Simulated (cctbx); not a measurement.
## What is wrong with this refinement?

Cell a = 5.6010 Å, b = 5.6010 Å, c = 4.3430 Å, α = 90.00°, β = 90.00°, γ = 120.00°; space group P-6m2 (no. 187).

Simulated single-crystal data (cctbx): Mo Kα, λ = 0.71073 Å, to d = 0.8 Å, 50 % of the full sphere, strongest reflection 20000 counts, noise from counting, a 2 % proportional error and a noise floor of 4 counts (s.d.); no absorption, and some extinction, which the refinements don't model.

An anisotropic refinement with weights 1/σ² prints:

```text
Rint 0.012, 22 unique reflections to 1.62 A
cycle     R1     wR2    GooF  max shift (A)
   1  0.0124  0.0238   1.806   0.03470
   2  0.0052  0.0113   0.855   0.00001
final R1 0.0052 wR2 0.0113 GooF 0.855  parameters 12  data/parameter 1.8
atom        x        y        z      Ueq    occ   su(xyz)  su(Uiso or U11)
Tb1    0.00000  0.00000  0.00000   0.0036  1.000  0.00000  0.0019
Mn1    0.66667  0.33333  0.50000   0.0168  1.000  0.00000  0.0070
Mn2    0.65509  0.82755  0.50000   0.0166  1.000  0.00052  0.0060
Mn3    0.49013  0.50987  0.00000  -0.0017  1.000  0.00206  0.0047  NPD
difference map: max 0.07 min -0.06 rms 0.02
Q1    0.0000  0.0000  0.5000    1    0.07  1.67 A from Mn2
Q2    0.0423  0.2908  0.2474   12    0.03  1.27 A from Mn2
Q3    0.3333  0.6667  0.1944    2    0.02  1.74 A from Mn3
Q4    0.6667  0.3333  0.2096    2    0.02  1.26 A from Mn1
```

**Question.** Can this result stand? If not, what is the likely fault?

Mend it. The fault: data cut at low resolution. Against the right model at the same level, R1 goes from 0.0105 to 0.0052 and GooF from 1.16 to 0.85 and Mn3 goes non-positive-definite. The atoms are right, but there are too few data for the parameters: R1 flatters and the s.u.s grow. Data per parameter fall from 10 to 1.8.

The compound is TbMn7. The right model at the same level gives:

```text
Rint 0.022, 120 unique reflections to 0.81 A
cycle     R1     wR2    GooF  max shift (A)
   1  0.0105  0.0238   1.179   0.00114
   2  0.0105  0.0235   1.163   0.00000
final R1 0.0105 wR2 0.0235 GooF 1.163  parameters 12  data/parameter 10.0
atom        x        y        z      Ueq    occ   su(xyz)  su(Uiso or U11)
Tb1    0.00000  0.00000  0.00000   0.0030  1.000  0.00000  0.0003
Mn1    0.66667  0.33333  0.50000   0.0044  1.000  0.00000  0.0009
Mn2    0.65496  0.82748  0.50000   0.0046  1.000  0.00020  0.0006
Mn3    0.49383  0.50617  0.00000   0.0046  1.000  0.00091  0.0008
Flack x: 0.04(5)
Hooft y: 0.002(42)  Bijvoet pairs: 50
difference map: max 0.39 min -0.58 rms 0.12
Q1    0.0778  0.1557  0.0000    3    0.40  0.76 A from Tb1
Q2    0.0066  0.1827  0.2372   12    0.30  1.44 A from Tb1
Q3    0.5936  0.1872  0.0000    3    0.28  0.97 A from Mn3
Q4    0.0797  0.1594  0.5000    3    0.27  0.90 A from Mn2
Q5    0.0053  0.5026  0.2312    6    0.23  1.00 A from Mn3
Q6    0.9979  0.3450  0.3752   12    0.22  1.12 A from Mn2
```

The model is made up (kin elements in a known structure type, no relaxation), so it says nothing on whether the phase exists.

[Middle refinement cycles are left out of these outputs.]

[Logs are printed without paths, hosts, clocks, repeated set-up lines and the standing remarks that a program may print on its own settings, such as how far it seeks lower states.]
